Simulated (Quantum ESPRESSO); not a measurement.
## Magnetic state of MnSO4 from several starts

A self-consistent run ends on one state, which hangs on the start. Several orders of MnSO4 are started in Quantum ESPRESSO and their energies compared.

Program: Quantum ESPRESSO 7.5. Level of theory: PBEsol with U = 4 eV on Mn d (ortho-atomic projectors); plane waves with GBRV 1.5 PBEsol potentials, no spin-orbit coupling. Results are calculated unless marked as measured.

## (1) Starting point

It takes space group Cmcm (No. 63, orthorhombic). Conventional cell: a = 5.267 Å, b = 8.046 Å, c = 6.848 Å, α = 90.00°, β = 90.00°, γ = 90.00°. Mn has 6 O at 2.05 to 2.17 Å nearest. Nearest to S lie 4 O at 1.54 to 1.63 Å. Nearest to O lie 1 S at 1.54 Å and 1 Mn at 2.05 Å. Nearest to O lie 1 S at 1.63 Å and 2 Mn at 2.17 Å. Farther neighbours and most contacts between anions are not listed.

The cell comes from the Crystallography Open Database.

## (2) Start 1: ferro ++

The signs are those of the starting moments on the seeded atoms, the atoms that are given a moment.

The input, pw.in:

```
&CONTROL
  calculation = 'scf'
  prefix = 'pwscf'
  outdir = './tmp'
  pseudo_dir = './pseudo'
  disk_io = 'nowf'
/
&SYSTEM
  ibrav = 0
  celldm(1) = 8
  nat = 12
  ntyp = 3
  ecutwfc = 40
  ecutrho = 280
  nbnd = 64
  occupations = 'smearing'
  smearing = 'fd'
  degauss = 0.00367493
  nspin = 2
  starting_magnetization(1) = 0.3
  starting_magnetization(2) = 0
  starting_magnetization(3) = 0
/
&ELECTRONS
  conv_thr = 2.4d-08
  electron_maxstep = 150
  mixing_beta = 0.3
/
ATOMIC_SPECIES
Mn     54.9380 mn_pbesol_v1.5.uspp.F.UPF
S      32.0600 s_pbesol_v1.4.uspp.F.UPF
O      15.9990 o_pbesol_v1.2.uspp.F.UPF
CELL_PARAMETERS alat
   0.6220742186502   -0.9502960249212    0.0000000000000
   0.6220742186502    0.9502960249212    0.0000000000000
   0.0000000000000    0.0000000000000    1.6176055626797
ATOMIC_POSITIONS crystal
Mn      0.0000000000    0.0000000000    0.0000000000
Mn      0.0000000000    0.0000000000    0.5000000000
S       0.6500000000    0.3500000000    0.2500000000
S       0.3500000000    0.6500000000    0.7500000000
O       0.7500000000    0.2500000000    0.0580000000
O       0.2500000000    0.7500000000    0.5580000000
O       0.2500000000    0.7500000000    0.9420000000
O       0.7500000000    0.2500000000    0.4420000000
O       0.7810000000    0.7190000000    0.2500000000
O       0.2190000000    0.2810000000    0.7500000000
O       0.7190000000    0.7810000000    0.7500000000
O       0.2810000000    0.2190000000    0.2500000000
K_POINTS automatic
4 4 4 0 0 0
HUBBARD {ortho-atomic}
U Mn-3d 4.0000
```

Launch:

```
> OMP_NUM_THREADS=1 mpirun -n 4 pw.x -nk 4 -in pw.in > pw.out
```

Log:

```text
Program PWSCF v.7.5 starts

     Message from routine setup:
     using ibrav=0 with symmetry is DISCOURAGED, use correct ibrav instead

     K-points division:     npool     =       4
     Subspace diagonalization in iterative solution of the eigenvalue problem:

     G-vector sticks info
     --------------------
     sticks:   dense  smooth     PW     G-vecs:    dense   smooth      PW
     Sum        1695     963    295                77459    33479    5683

     Using Slab Decomposition

     bravais-lattice index     =            0
     lattice parameter (alat)  =       8.0000  a.u.
     unit-cell volume          =     979.2052 (a.u.)^3
     number of atoms/cell      =           12
     number of atomic types    =            3
     number of electrons       =        90.00
     number of Kohn-Sham states=           64
     kinetic-energy cutoff     =      40.0000  Ry
     charge density cutoff     =     280.0000  Ry
     scf convergence threshold =      2.4E-08
     mixing beta               =       0.3000
     number of iterations used =            8  plain     mixing
     Exchange-correlation= SLA  PW   PSX  PSC
                           (   1   4  10   8   0   0   0)
     Hubbard projectors: ortho-atomic
     Hubbard parameters of DFT+U (Dudarev formulation) in eV:
     U(Mn-3d) =  4.0000

     Internal variables: lda_plus_u =T, lda_plus_u_kind = 0

     Internal variables: orbital_resolved =F, hub_pot_fix =F, apply_U = F

     celldm(1)=   8.000000  celldm(2)=   0.000000  celldm(3)=   0.000000
     celldm(4)=   0.000000  celldm(5)=   0.000000  celldm(6)=   0.000000

     crystal axes: (cart. coord. in units of alat)
               a(1) = (   0.622074  -0.950296   0.000000 )
               a(2) = (   0.622074   0.950296   0.000000 )
               a(3) = (   0.000000   0.000000   1.617606 )

     reciprocal axes: (cart. coord. in units 2 pi/alat)
               b(1) = (  0.803763 -0.526152  0.000000 )
               b(2) = (  0.803763  0.526152 -0.000000 )
               b(3) = ( -0.000000  0.000000  0.618198 )

     PseudoPot. # 1 for Mn read from file:
     mn_pbesol_v1.5.uspp.F.UPF
     Pseudo is Ultrasoft + core correction, Zval = 15.0
     Generated by new atomic code, or converted to UPF format
     Using radial grid of  859 points,  6 beta functions with:
                l(1) =   0
                l(2) =   0
                l(3) =   1
                l(4) =   1
                l(5) =   2
                l(6) =   2
     Q(r) pseudized with  8 coefficients,  rinner =    0.950   0.950   0.950
                                                       0.950   0.950

     PseudoPot. # 2 for S  read from file:
     s_pbesol_v1.4.uspp.F.UPF
     Pseudo is Ultrasoft + core correction, Zval =  6.0
     Generated by new atomic code, or converted to UPF format
     Using radial grid of  907 points,  6 beta functions with:
                l(1) =   0
                l(2) =   0
                l(3) =   1
                l(4) =   1
                l(5) =   2
                l(6) =   2
     Q(r) pseudized with  8 coefficients,  rinner =    1.300   1.300   1.300
                                                       1.300   1.300

     PseudoPot. # 3 for O  read from file:
     o_pbesol_v1.2.uspp.F.UPF
     Pseudo is Ultrasoft + core correction, Zval =  6.0
     Generated by new atomic code, or converted to UPF format
     Using radial grid of  737 points,  5 beta functions with:
                l(1) =   0
                l(2) =   0
                l(3) =   1
                l(4) =   1
                l(5) =   2
     Q(r) pseudized with  8 coefficients,  rinner =    0.900   0.900   0.900
                                                       0.900   0.900

     atomic species   valence    mass     pseudopotential
     Mn               15.00    54.93800     Mn( 1.00)
     S                 6.00    32.06000     S ( 1.00)
     O                 6.00    15.99900     O ( 1.00)

     Starting magnetic structure
     atomic species   magnetization
     Mn              0.300
     S               0.000
     O               0.000

      8 Sym. Ops., with inversion, found ( 4 have fractional translation)

   Cartesian axes

     site n.     atom                  positions (alat units)
         1        Mn     tau(   1) = (   0.0000000   0.0000000   0.0000000  )
         2        Mn     tau(   2) = (   0.0000000   0.0000000   0.8088028  )
         3        S      tau(   3) = (   0.6220742  -0.2850888   0.4044014  )
         4        S      tau(   4) = (   0.6220742   0.2850888   1.2132042  )
         5        O      tau(   5) = (   0.6220742  -0.4751480   0.0938211  )
         6        O      tau(   6) = (   0.6220742   0.4751480   0.9026239  )
         7        O      tau(   7) = (   0.6220742   0.4751480   1.5237844  )
         8        O      tau(   8) = (   0.6220742  -0.4751480   0.7149817  )
         9        O      tau(   9) = (   0.9331113  -0.0589184   0.4044014  )
        10        O      tau(  10) = (   0.3110371   0.0589184   1.2132042  )
        11        O      tau(  11) = (   0.9331113   0.0589184   1.2132042  )
        12        O      tau(  12) = (   0.3110371  -0.0589184   0.4044014  )

     number of k points=    21  Fermi-Dirac smearing, width (Ry)=  0.0037
                       cart. coord. in units 2pi/alat
        k(    1) = (   0.0000000   0.0000000   0.0000000), wk =   0.0156250
        k(    2) = (   0.0000000   0.0000000   0.1545494), wk =   0.0312500
        k(    3) = (   0.0000000   0.0000000  -0.3090988), wk =   0.0156250
        k(    4) = (   0.2009407   0.1315380   0.0000000), wk =   0.0625000
        k(    5) = (   0.2009407   0.1315380   0.1545494), wk =   0.1250000
        [... 16 further k-points ...]

     Dense  grid:    77459 G-vectors     FFT dimensions: (  50,  50,  72)

     Smooth grid:    33479 G-vectors     FFT dimensions: (  40,  40,  54)

     Check: negative core charge=   -0.000024
     Generating pointlists ...
     new r_m :   0.1998 (alat units)  1.5983 (a.u.) for type    1
     new r_m :   0.1502 (alat units)  1.2016 (a.u.) for type    2
     new r_m :   0.1502 (alat units)  1.2016 (a.u.) for type    3

     Initial potential from superposition of free atoms

     starting charge      88.9998, renormalised to      90.0000

     STARTING HUBBARD OCCUPATIONS:

     =================== HUBBARD OCCUPATIONS ===================
     ------------------------ ATOM    1 ------------------------
     Tr[ns(  1)] (up, down, total) =   5.00000  0.00000  5.00000
     Atomic magnetic moment for atom   1 =   5.00000
     [... lines left out ...]
     ------------------------ ATOM    2 ------------------------
     Tr[ns(  2)] (up, down, total) =   5.00000  0.00000  5.00000
     Atomic magnetic moment for atom   2 =   5.00000
     [... lines left out ...]
     Number of occupied Hubbard levels =   10.0000

     Atomic wfc used for Hubbard projectors are orthogonalized

     Starting wfcs are   66 randomized atomic wfcs

     Self-consistent Calculation

     iteration #  1     ecut=    40.00 Ry     beta= 0.30
     Davidson diagonalization with overlap
     ethr =  1.00E-02,  avg # of iterations =  3.9

     =================== HUBBARD OCCUPATIONS ===================
     ------------------------ ATOM    1 ------------------------
     Tr[ns(  1)] (up, down, total) =   4.95738  0.17825  5.13563
     Atomic magnetic moment for atom   1 =   4.77913
     [... lines left out ...]
     ------------------------ ATOM    2 ------------------------
     Tr[ns(  2)] (up, down, total) =   4.95738  0.17825  5.13563
     Atomic magnetic moment for atom   2 =   4.77913
     [... lines left out ...]
     Number of occupied Hubbard levels =   10.2713

     total energy              =    -727.48523392 Ry
     estimated scf accuracy    <       2.49888026 Ry

     total magnetization       =    10.00 Bohr mag/cell
     absolute magnetization    =    10.00 Bohr mag/cell

     iteration #  2     ecut=    40.00 Ry     beta= 0.30
     Davidson diagonalization with overlap
     ethr =  2.78E-03,  avg # of iterations =  2.0

     total energy              =    -727.90183530 Ry
     estimated scf accuracy    <       0.11129992 Ry

     total magnetization       =    10.00 Bohr mag/cell
     absolute magnetization    =    10.00 Bohr mag/cell

     iteration #  3     ecut=    40.00 Ry     beta= 0.30
     Davidson diagonalization with overlap
     ethr =  1.24E-04,  avg # of iterations =  5.6

     negative rho (up, down):  0.000E+00 8.948E-04

     total energy              =    -727.92270376 Ry
     estimated scf accuracy    <       0.04339830 Ry

     total magnetization       =    10.00 Bohr mag/cell
     absolute magnetization    =    10.00 Bohr mag/cell

     [... further iterations left out ...]

     iteration #  8     ecut=    40.00 Ry     beta= 0.30
     Davidson diagonalization with overlap
     ethr =  1.24E-08,  avg # of iterations =  2.0

     negative rho (up, down):  0.000E+00 1.359E-03

     total energy              =    -727.92675591 Ry
     estimated scf accuracy    <       0.00000282 Ry

     total magnetization       =    10.00 Bohr mag/cell
     absolute magnetization    =    10.01 Bohr mag/cell

     iteration #  9     ecut=    40.00 Ry     beta= 0.30
     Davidson diagonalization with overlap
     ethr =  3.13E-09,  avg # of iterations =  2.0

     negative rho (up, down):  0.000E+00 1.361E-03

     total energy              =    -727.92675727 Ry
     estimated scf accuracy    <       0.00000086 Ry

     total magnetization       =    10.00 Bohr mag/cell
     absolute magnetization    =    10.01 Bohr mag/cell

     iteration # 10     ecut=    40.00 Ry     beta= 0.30
     Davidson diagonalization with overlap
     ethr =  9.59E-10,  avg # of iterations =  1.5

     negative rho (up, down):  0.000E+00 1.360E-03

     total energy              =    -727.92675762 Ry
     estimated scf accuracy    <       0.00000003 Ry

     total magnetization       =    10.00 Bohr mag/cell
     absolute magnetization    =    10.01 Bohr mag/cell

     iteration # 11     ecut=    40.00 Ry     beta= 0.30
     Davidson diagonalization with overlap
     ethr =  3.51E-11,  avg # of iterations =  3.2

     negative rho (up, down):  0.000E+00 1.360E-03

     Magnetic moment per site  (integrated on atomic sphere of radius R)
     atom   1 (R=0.200)  charge= 12.2178  magn=  4.1209
     atom   2 (R=0.200)  charge= 12.2178  magn=  4.1209
     atom   3 (R=0.150)  charge=  1.3691  magn=  0.0212
     atom   4 (R=0.150)  charge=  1.3691  magn=  0.0212
     atom   5 (R=0.150)  charge=  4.2208  magn=  0.0172
     atom   6 (R=0.150)  charge=  4.2208  magn=  0.0172
     atom   7 (R=0.150)  charge=  4.2208  magn=  0.0172
     atom   8 (R=0.150)  charge=  4.2208  magn=  0.0172
     atom   9 (R=0.150)  charge=  4.1927  magn=  0.0341
     atom  10 (R=0.150)  charge=  4.1927  magn=  0.0341
     atom  11 (R=0.150)  charge=  4.1927  magn=  0.0341
     atom  12 (R=0.150)  charge=  4.1927  magn=  0.0341

     End of self-consistent calculation

     =================== HUBBARD OCCUPATIONS ===================
     ------------------------ ATOM    1 ------------------------
     Tr[ns(  1)] (up, down, total) =   4.95664  0.23452  5.19116
     Atomic magnetic moment for atom   1 =   4.72212
     [... lines left out ...]
     ------------------------ ATOM    2 ------------------------
     Tr[ns(  2)] (up, down, total) =   4.95664  0.23452  5.19116
     Atomic magnetic moment for atom   2 =   4.72212
     [... lines left out ...]
     Number of occupied Hubbard levels =   10.3823

     [... lines left out ...]
     the Fermi energy is     7.7897 ev

!    total energy              =    -727.92675785 Ry
     estimated scf accuracy    <          7.1E-09 Ry
     smearing contrib. (-TS)   =      -0.00000000 Ry
     internal energy E=F+TS    =    -727.92675785 Ry

     The total energy is F=E-TS. E is the sum of the following terms:
     one-electron contribution =    -416.50758600 Ry
     hartree contribution      =     249.86699864 Ry
     xc contribution           =    -127.55894758 Ry
     ewald contribution        =    -433.80401903 Ry
     Hubbard energy            =       0.07679613 Ry

     total magnetization       =    10.00 Bohr mag/cell
     absolute magnetization    =    10.01 Bohr mag/cell

     convergence has been achieved in  11 iterations

=------------------------------------------------------------------------------=
   JOB DONE.
=------------------------------------------------------------------------------=
```

Wall time 57 s (4 MPI ranks of Intel Xeon Platinum 8488C (Sapphire Rapids), shared host); peak memory 0.81 GiB.

Spin moment in the atom's sphere by atom:

```
atom  spin moment in the atom's sphere (μB)
 Mn1                                   4.12
 Mn2                                   4.12
  S3                                   0.02
  S4                                   0.02
  O5                                   0.02
  O6                                   0.02
  O7                                   0.02
  O8                                   0.02
  O9                                   0.03
 O10                                   0.03
 O11                                   0.03
 O12                                   0.03
```

Numbers from this step:

- smearing term TS: 5.62e-11 eV
- magnetization: 10 μB
- absolute magnetization: 10.01 μB
- final state: ferromagnetic

(Continued in part 2 of 2.)

[Logs and program files are shortened in this print: banners, set-up blocks, solver, clock and traceback lines can be left out without a mark of their own.]

[Logs are printed without paths, hosts, clocks, repeated set-up lines and the standing remarks that a program may print on its own settings, such as how far it seeks lower states.]

[Hosts, paths, dates, database ids (printed as entryN), source tags and the programs' standing remarks are cut or masked in the printed files.]

[Where a cell is said to come from a database of computed structures, the database is the Materials Project.]
